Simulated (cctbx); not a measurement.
# From intensities to atoms

Cell a = 5.7260 Å, b = 9.7800 Å, c = 3.2530 Å, α = 90.00°, β = 90.00°, γ = 90.00°; space group Pbam (no. 55); content Mn2 Na4 F8.

The data are simulated with cctbx, not measured: synchrotron X-rays, λ = 0.7749 Å, to d = 0.77 Å, 95 % of the full sphere, strongest reflection 20000 counts, noise from counting, a 4 % proportional error and a noise floor of 15 counts (s.d.); no absorption.

Charge flipping in P1 on plain amplitudes to 0.77 Å, δ = 1.1 σ, 20 % of the reflections treated as weak, 200 cycles:

```text
cycle      R  skewness
    0  0.597     0.42
   16  0.403     3.32
   32  0.308     4.08
   48  0.270     4.72
   64  0.266     4.96
   80  0.257     4.93
   96  0.244     4.94
  112  0.226     5.05
  128  0.243     5.17
  144  0.224     4.88
  160  0.238     5.01
  176  0.218     5.00
  192  0.230     5.03
origin shift          correlation  skewness
 0.257  0.420  0.037      0.865      2.45
 0.258  0.483  0.044      0.863      0.97
 0.009  0.149  0.298      0.839      0.74
-0.046  0.404  0.036      0.823      1.72
taken: symmetry correlation 0.865, skewness 2.45
peak      x       y       z  mult  height/sigma
Q1    0.0000  0.5000  0.5000    2      8.3
Q2    0.2317  0.0067  0.0000    4      8.2
Q3    0.1498  0.3159  0.5000    4      6.7
Q4    0.1330  0.7938  0.0000    4      6.2
Q5    0.1298  0.2043  0.0000    4      3.1
Q6    0.0000  0.0000  0.0000    2      2.4
Q7    0.0173  0.3599  0.2134    8      1.7
Q8    0.1221  0.9102  0.0000    4      1.7
Q9    0.1945  0.6349  0.5000    4      1.6
```

The origin is taken among those within 0.04 of the best correlation, by the skewness of the map.

It took 0.36 s on 1 thread of Arm Neoverse V2, on a shared host, peak memory 0.07 GiB.

**Question.** Which peaks are atoms, and which elements?

Heights follow Z only loosely here, so the multiplicities, which must add up to the content, decide. First model: Q1 = Mn1 (2 in the cell, height 8.3), Q2 = F1 (4 in the cell, height 8.2), Q3 = F2 (4 in the cell, height 6.7) and Q4 = Na1 (4 in the cell, height 6.2). Against the true structure, Q1 is Mn, Q2 is F, Q3 is F and Q4 is Na; the other peaks are not atoms.

Least squares on F², isotropic:

```text
Rint 0.038, 249 unique reflections to 0.77 A
cycle     R1     wR2    GooF  max shift (A)
   1  0.4895  0.7876  26.107   0.42443
   3  0.0316  0.0782   2.593   0.00000
final R1 0.0316 wR2 0.0782 GooF 2.593  parameters 10  data/parameter 24.9
atom        x        y        z      Ueq    occ   su(xyz)  su(Uiso or U11)
Mn1    0.00000  0.50000  0.50000   0.0112  1.000  0.00000  0.0003
F1     0.25020  0.04762  0.00000   0.0137  1.000  0.00044  0.0006
F2     0.12239  0.29241  0.50000   0.0106  1.000  0.00042  0.0005
Na1    0.08419  0.81599  0.00000   0.0175  1.000  0.00033  0.0005
difference map: max 1.55 min -1.81 rms 0.16
Q1    0.0000  0.5000  0.3593    4    1.65  0.46 A from Mn1
Q2    0.1978  0.3047  0.5000    4    0.70  0.45 A from F2
Q3    0.0284  0.3023  0.5000    4    0.47  0.55 A from F2
Q4    0.1659  0.0261  0.0000    4    0.43  0.53 A from F1
Q5    0.1840  0.5206  0.5000    4    0.38  1.07 A from Mn1
```

Anisotropic refinement:

```text
Rint 0.038, 249 unique reflections to 0.77 A
cycle     R1     wR2    GooF  max shift (A)
   1  0.0316  0.0782   2.661   0.00238
   2  0.0130  0.0296   1.008   0.00000
final R1 0.0130 wR2 0.0296 GooF 1.008  parameters 22  data/parameter 11.3
atom        x        y        z      Ueq    occ   su(xyz)  su(Uiso or U11)
Mn1    0.00000  0.50000  0.50000   0.0112  1.000  0.00000  0.0002
F1     0.25037  0.04753  0.00000   0.0138  1.000  0.00017  0.0005
F2     0.12280  0.29244  0.50000   0.0109  1.000  0.00017  0.0005
Na1    0.08426  0.81602  0.00000   0.0176  1.000  0.00013  0.0003
difference map: max 0.28 min -0.38 rms 0.09
Q1    0.2356  0.7143  0.3512    8    0.30  1.21 A from F2
Q2    0.0559  0.9651  0.3566    8    0.28  1.80 A from F1
Q3    0.1724  0.8325  0.3609    8    0.28  1.29 A from Na1
Q4    0.1778  0.9003  0.5000    4    0.27  1.55 A from F2
Q5    0.1178  0.6504  0.5000    4    0.24  1.49 A from F2
Q6    0.1094  0.3620  0.0000    4    0.23  1.76 A from F2
```

**Reading.** The refinement ends at R1 = 0.0130, wR2 = 0.0296, GooF = 1.01, with difference density between -0.38 and 0.28 e/Å³. Every site matches the true model in element, within 0.001 Å r.m.s., up to an allowed shift of origin.

True model:

| atom | mult. | x | y | z | Ueq (Å²) |
| --- | --- | --- | --- | --- | --- |
| Mn1 | 2 | 0 | 0 | 0 | 0.0112 |
| Na1 | 4 | 0.5843 | 0.8159 | 1/2 | 0.0176 |
| F1 | 4 | 0.7503 | 0.0475 | 1/2 | 0.0133 |
| F2 | 4 | 0.3772 | 0.7075 | 0 | 0.0106 |

The model is made up (kin elements in a known structure type, no relaxation), so it says nothing on whether the phase exists.

[Middle refinement cycles are left out of these outputs.]

[Logs are printed without paths, hosts, clocks, repeated set-up lines and the standing remarks that a program may print on its own settings, such as how far it seeks lower states.]
